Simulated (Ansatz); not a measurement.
# Gate voltage at the highest density: TiSi2N4 monolayer

A layer charged from two gates alike needs a voltage that grows with the carrier density; the slope is e over the total capacitance.

Set-up. Ansatz 0.2.0, plane waves with PAW datasets (its set soft_2), PBE-D3(BJ); isolated slab, charged sheets 5 Å from the outer atoms behind model barriers, atoms held, Fermi-Dirac smearing of 0.02585 eV. The voltage is that of the gates (their mean) against the layer's Fermi level, from the uncharged case, which has a gap of 1.37 eV.

| run | added electrons (10¹³ per cm²) | gate voltage (V) |
| --- | --- | --- |
| run 1 | −1.00 | −1.00 |
| run 2 | −2.00 | −1.40 |
| run 3 | −4.00 | −2.19 |
| run 4 | −7.00 | −3.35 |
| run 5 | −11.00 | ? |

**Question.** What value belongs in the row marked “?”, and how far can the other rows tell?

A least-squares line through the 4 rows shown has slope 0.3914 and intercept −0.6151; no row lies more than 0.01 V off it. The capacitance is 1.602/0.3914 = 4.09 µF/cm², against 3.54 µF/cm² for plates 5 Å apart in vacuum on both sides; it is the larger, as where the added charge has its centre outside the outer atoms (not examined here). The intercept is mostly the shift of the Fermi level from inside the gap to the band edge. At −11.00 it gives 0.3914 × (−11.00) + (−0.6151) = −4.92 V, beyond the rows fitted. Rounding and scatter of the rows alone allow about ±0.023 V there.

The run itself gives −4.90 V: a miss of +0.02 V, or 0.4 % of the value. The capacitance rises a little towards the highest density.

Caveats: The gates are model sheets, not atoms, and low densities sample few k-points.
